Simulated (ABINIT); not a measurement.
# VCu3S4 (Sulvanite): G0W0 with ABINIT, start to end

Aim: the G0W0 gap of VCu3S4 (Sulvanite) on LDA, step by step.

Main program and level: ABINIT 10.8.3; LDA and many-body steps on it, plane waves.

The raw output is cut from this account; settings, times and results stay.

In doubt: a PseudoDojo file used here is known to give poor structures and forces, which bears on pressures, cells, forces and phonons.

## 1. The system as given

It takes space group P-43m (No. 215, cubic). The conventional cell has a = 5.391 Å, b = 5.391 Å, c = 5.391 Å, α = 90.00°, β = 90.00°, γ = 90.00°. Nearest to V lie 4 S at 2.21 Å. Cu has 4 S at 2.30 Å nearest. Nearest to S lie 1 V at 2.21 Å and 3 Cu at 2.30 Å. Farther neighbours, and contacts between anions beyond the nearest, are not listed.

The cell and positions come from the Crystallography Open Database and are kept as given unless a step says otherwise.

## 2. Ground state

This step: ABINIT 10.8.3; DFT, LDA, plane waves, norm-conserving pseudopotentials.

The ground-state density comes first.

run.abi

```
acell 3*1.0 Angstrom
rprim 
  5.391200000000 0.000000000000 0.000000000000
  0.000000000000 5.391200000000 0.000000000000
  0.000000000000 0.000000000000 5.391200000000
ntypat 3
znucl 23 29 16
natom 8
typat 1 2 2 2 3 3 3 3
xred 
  0.000000000000 0.000000000000 0.000000000000
  0.500000000000 0.000000000000 0.000000000000
  0.000000000000 0.500000000000 0.000000000000
  0.000000000000 0.000000000000 0.500000000000
  0.237200000000 0.237200000000 0.237200000000
  0.237200000000 0.762800000000 0.762800000000
  0.762800000000 0.762800000000 0.237200000000
  0.762800000000 0.237200000000 0.762800000000
pp_dirpath "pseudos"
pseudos "V.upf, Cu.upf, S.upf"
ecut 38
ngkpt 4 4 4
nshiftk 1
shiftk 0 0 0
kptopt 1
chksymbreak 0
nband 55
occopt 1
tolvrs 1e-10
nstep 60
prtwf 0
optforces 0
optstress 0
indata_prefix "in"
outdata_prefix "out"
tmpdata_prefix "tmp"
```

On the command line:

```
$ OMP_NUM_THREADS=1 mpirun -n 8 abinit run.abi > log
```

Elapsed: 2.6 min, on 8 MPI ranks of Arm Neoverse V1, shared host; peak memory 0.94 GiB; 21 min of CPU time.

Numbers from this step:

| Property | Result |
| --- | --- |
| total energy | -18681.9471 eV |
| gap | 0.9837 eV |
| k of the valence top | 0.5, 0.5, 0.5 |
| k of the conduction bottom | 0.5, 0, 0 |
| least direct gap | 1.350 eV |

The gap is indirect, with the least direct gap 0.37 eV higher.

## 3. Bands along the symmetry lines

The cheap functional maps the bands first; the places of the edges decide which points the dearer methods must see.

Edit run.abi of step 2 so:

```diff
@@ -21,14 +21,40 @@
 ecut 38
-ngkpt 4 4 4
-nshiftk 1
-shiftk 0 0 0
-kptopt 1
-chksymbreak 0
-nband 55
-occopt 1
-tolvrs 1e-10
-nstep 60
+iscf -2
+irdden 1
+kptopt 0
+nkpt 26
+kpt 
+  0.00000000 0.00000000 0.00000000
+  0.00000000 0.12500000 0.00000000
+  0.00000000 0.25000000 0.00000000
+  0.00000000 0.37500000 0.00000000
+  0.00000000 0.50000000 0.00000000
+  0.12500000 0.50000000 0.00000000
+  0.25000000 0.50000000 0.00000000
+  0.37500000 0.50000000 0.00000000
+  0.50000000 0.50000000 0.00000000
+  0.37500000 0.37500000 0.00000000
+  0.25000000 0.25000000 0.00000000
+  0.12500000 0.12500000 0.00000000
+  0.00000000 0.00000000 0.00000000
+  0.12500000 0.12500000 0.12500000
+  0.25000000 0.25000000 0.25000000
+  0.37500000 0.37500000 0.37500000
+  0.50000000 0.50000000 0.50000000
+  0.37500000 0.50000000 0.37500000
+  0.25000000 0.50000000 0.25000000
+  0.12500000 0.50000000 0.12500000
+  0.00000000 0.50000000 0.00000000
+  0.50000000 0.50000000 0.50000000
+  0.50000000 0.50000000 0.37500000
+  0.50000000 0.50000000 0.25000000
+  0.50000000 0.50000000 0.12500000
+  0.50000000 0.50000000 0.00000000
+istwfk *1
+nband 54
+nbdbuf 2
+tolwfr 1e-08
+nstep 40
 prtwf 0
-optforces 0
-optstress 0
+prtvol 0
 indata_prefix "in"
```

Run time: 1.7 min. Hardware: 8 MPI ranks; peak memory 0.93 GiB.

Numbers from this step:

| Property | Result |
| --- | --- |
| gap | 0.9837 eV |
| k of the valence top | 0.5, 0.5, 0.5 |
| k of the conduction bottom | 0, 0.5, 0 |
| least direct gap | 1.341 eV |

The gap is 0.984 eV, as in the run before at this level.

Electronic bands along the path, in eV, zero at the top of the highest filled band:

```
    point  band 44  band 45  band 46  band 47  band 48  band 49  band 50  band 51
        Γ    -1.49    -0.64    -0.64    -0.64     1.11     1.11     1.80     1.80
  halfway    -1.49    -0.96    -0.61    -0.61     1.07     1.19     1.54     1.81
        X    -1.36    -1.34    -0.58    -0.58     0.98     1.26     1.54     1.79
  halfway    -1.47    -1.01    -0.77    -0.52     1.15     1.34     1.55     1.79
        M    -1.68    -0.94    -0.94    -0.17     1.22     1.41     1.58     1.98
  halfway    -1.25    -1.12    -0.76    -0.53     1.16     1.24     1.54     1.72
        Γ    -1.49    -0.64    -0.64    -0.64     1.11     1.11     1.80     1.80
  halfway    -1.56    -0.80    -0.57    -0.57     1.30     1.30     1.52     1.94
        R    -1.90     0.00     0.00     0.00     1.53     1.53     2.13     2.13
  halfway    -1.52    -0.66    -0.52    -0.48     1.32     1.34     1.69     1.94
        X    -1.36    -1.34    -0.58    -0.58     0.98     1.26     1.54     1.79
jump to R    -1.90     0.00     0.00     0.00     1.53     1.53     2.13     2.13
  halfway    -1.69    -0.48    -0.48    -0.08     1.26     1.56     1.81     2.08
        M    -1.68    -0.94    -0.94    -0.17     1.22     1.41     1.58     1.98
```

## 4. Empty states on the mesh, 2×2×2 mesh, 210 bands

The sums over transitions need many empty states on a uniform mesh; this step solves for them.

run.abi

```
acell 3*1.0 Angstrom
rprim 
  5.391200000000 0.000000000000 0.000000000000
  0.000000000000 5.391200000000 0.000000000000
  0.000000000000 0.000000000000 5.391200000000
ntypat 3
znucl 23 29 16
natom 8
typat 1 2 2 2 3 3 3 3
xred 
  0.000000000000 0.000000000000 0.000000000000
  0.500000000000 0.000000000000 0.000000000000
  0.000000000000 0.500000000000 0.000000000000
  0.000000000000 0.000000000000 0.500000000000
  0.237200000000 0.237200000000 0.237200000000
  0.237200000000 0.762800000000 0.762800000000
  0.762800000000 0.762800000000 0.237200000000
  0.762800000000 0.237200000000 0.762800000000
pp_dirpath "pseudos"
pseudos "V.upf, Cu.upf, S.upf"
ecut 38
ngkpt 2 2 2
nshiftk 1
shiftk 0 0 0
kptopt 1
chksymbreak 0
iscf -2
irdden 1
istwfk *1
nband 210
nbdbuf 18
tolwfr 1e-09
nstep 60
prtvol 0
indata_prefix "in"
outdata_prefix "out"
tmpdata_prefix "tmp"
```

Run time: 2.2 min. Hardware: 8 MPI ranks; peak memory 0.79 GiB; 17 min of CPU time.

Numbers from this step:

| Item | Value |
| --- | --- |
| gap | 0.9837 eV |
| k of the valence top | 0.5, 0.5, 0.5 |
| k of the conduction bottom | 0.5, 0, 0 |
| least direct gap | 1.388 eV |
| k points computed | 4 |
| lowest point of the top converged band, above the valence top | 46.91 eV |

On this mesh the gap is 0.984 eV.

## 5. Screening, 2×2×2 mesh, 192 bands, screening to 130.6 eV

The RPA dielectric matrix is built and inverted for each q.

This step: RPA screening on LDA, plane waves, norm-conserving pseudopotentials.

Edit run.abi of step 4 so:

```diff
@@ -26,10 +26,11 @@
 chksymbreak 0
-iscf -2
-irdden 1
 istwfk *1
-nband 210
-nbdbuf 18
-tolwfr 1e-09
-nstep 60
-prtvol 0
+occopt 1
+irdwfk 1
+optdriver 3
+nband 192
+ecuteps 4.8
+inclvkb 2
+awtr 1
+symchi 1
 indata_prefix "in"
```

Run time: 78 s. Hardware: 8 MPI ranks; peak memory 3.9 GiB; 10 min of CPU time.

This step gave:

| Property | Result |
| --- | --- |
| ε∞ with local fields, on this mesh | 7.795 |
| ε∞ without local fields, on this mesh | 10.00 |
| plasma frequency | 28.76 eV |
| plane waves in the screening matrix | 515 |

Local fields lower ε∞ by 22 %. On a Γ-centred mesh this coarse the value itself is usually too large, while a short band sum pulls it down.

## 6. Self-energy, 2×2×2 mesh, 192 bands, screening to 130.6 eV

The self-energy is evaluated for the states that the input lists, and the quasiparticle equation is solved.

This step: G0W0 on LDA, plane waves, norm-conserving pseudopotentials.

Edit run.abi of step 5 so:

```diff
@@ -29,8 +29,21 @@
 irdwfk 1
-optdriver 3
+optdriver 4
 nband 192
+gwcalctyp 0
+ecutsigx 38
+symsigma 1
+nkptgw 4
+kptgw 
+  0.5000000000 0.5000000000 0.5000000000
+  0.5000000000 0.0000000000 0.0000000000
+  0.5000000000 0.5000000000 0.0000000000
+  0.0000000000 0.0000000000 0.0000000000
+bdgw 
+  45 49
+  46 49
+  45 49
+  45 49
 ecuteps 4.8
-inclvkb 2
-awtr 1
-symchi 1
+irdscr 1
+ppmodel 1
 indata_prefix "in"
```

The job ended after 35 s (8 MPI ranks; peak memory 2.5 GiB; 4.7 min of CPU time).

Numbers from this step:

```yaml
g0w0_gap_on_the_mesh: 2.228 eV
starting_gap_on_the_mesh: 0.9837 eV
k_of_the_valence_top: 0.5, 0.5, 0.5
k_of_the_conduction_bottom: 0.5, 0, 0
z_at_the_valence_top: 0.75
z_at_the_conduction_bottom: 0.739
least_direct_g0w0_gap_on_the_computed_points: 2.655 eV
```

The gap on the mesh goes from 0.98 eV to 2.23 eV, a correction of +1.24 eV.

Limits: finite bands, cutoff and mesh; no spin polarisation; d shell near the gap, gap tends to lie low; d states lean on the start; coarse k mesh. v1 is the top filled band, c1 the lowest empty one. Levels before and after the correction, in eV, zero at the valence-band top of each column:

```
           conduction bottom  valence top
Kohn-Sham               0.98         0.00
     G0W0               2.23         0.00
```

```
                         level  energy (eV)
Kohn-Sham  (0.5 0.5 0.5) v3-v1        0.000
Kohn-Sham  (0.5 0.5 0.5) c1-c2        1.530
Kohn-Sham      (0.5 0 0) v2-v1       -0.584
Kohn-Sham         (0.5 0 0) c1        0.984
Kohn-Sham         (0.5 0 0) c2        1.265
     G0W0  (0.5 0.5 0.5) v3-v1        0.000
     G0W0  (0.5 0.5 0.5) c1-c2        2.655
     G0W0      (0.5 0 0) v2-v1       -0.515
     G0W0         (0.5 0 0) c1        2.228
     G0W0         (0.5 0 0) c2        2.709
```

## 7. Where the time went

Times are wall times on 8 MPI ranks of Arm Neoverse V1, shared host, good to a factor of about two.

```
                          step     time  share  memory (GiB)
                  ground state  2.6 min   31 %          0.94
bands along the symmetry lines  1.7 min   21 %          0.93
      empty states on the mesh  2.2 min   26 %          0.79
                     screening     78 s   15 %           3.9
                   self-energy     35 s    7 %           2.5
```

## 8. Outcome

```json
{
 "LDA gap": "0.98 eV, indirect",
 "G0W0 gap on the mesh": "2.23 eV",
 "GW settings": "2×2×2 mesh, 192 bands, screening to 130.6 eV, Godby-Needs plasmon pole",
 "known limits": "short of the basis limit; no spin polarisation; d shell near the gap, gap tends to lie low; d states lean on the start; coarse k mesh"
}
```

**Reading.** G0W0 moves the gap on the mesh from 0.98 eV to 2.23 eV (+1.24 eV), with Z of 0.75 and 0.74 at the edges. Local fields lower the RPA ε∞ on this mesh from 10.00 to 7.79; a Γ-centred mesh this coarse tends to raise both, most where the direct gap is narrow, while a short band sum lowers them. Bands and cutoff are finite, so the gap stands short of the basis limit, usually by up to a few tenths of an eV; the mesh is an error of its own. The 2×2×2 mesh is coarse for this cell, which bears on the long-range parts of exchange and screening. The runs have no spin polarisation. For a closed low-spin shell that is the natural state; where a d or f shell is open it is a constraint, and the gap is then not the crystal's own. A d shell, filled or nearly so, lies near the gap. One-shot GW converges very slowly in bands there, not always from below, and on a semilocal start the gap tends to come out low; starts rich in exact exchange can overshoot instead. With d states at the gap, one-shot GW leans hard on its start.

[Long decimals in the printed logs are rounded to 6 places.]

[Logs are printed without paths, hosts, clocks, repeated set-up lines and the standing remarks that a program may print on its own settings, such as how far it seeks lower states.]

[Paths, hosts, dates, memory and timing lines, banners, echoed tables and standing remarks are left out of the program output; an Ansatz launch command may be rebuilt from the run's recorded settings. Measured values are a selection of at most five: reports struck by readers or far from the other reports are left out. None is set beside runs whose start may be inverted or whose files or cutoffs have a known fault.]

[Runs of the session that timed out or met a known fault of the program may be left out.]

[Hosts, paths, dates, database ids (printed as entryN), source tags and the programs' standing remarks are cut or masked in the printed files.]

[G0W0 gaps are taken among the corrected bands and points alone; a level outside them can change the order at an edge.]

[Where Ansatz stands beside ABINIT at settings called matched, ABINIT's density can come from a denser mesh and the files from another edition; pairs whose starting gaps differed by over 0.03 eV were left out, so agreement reads better than it is.]
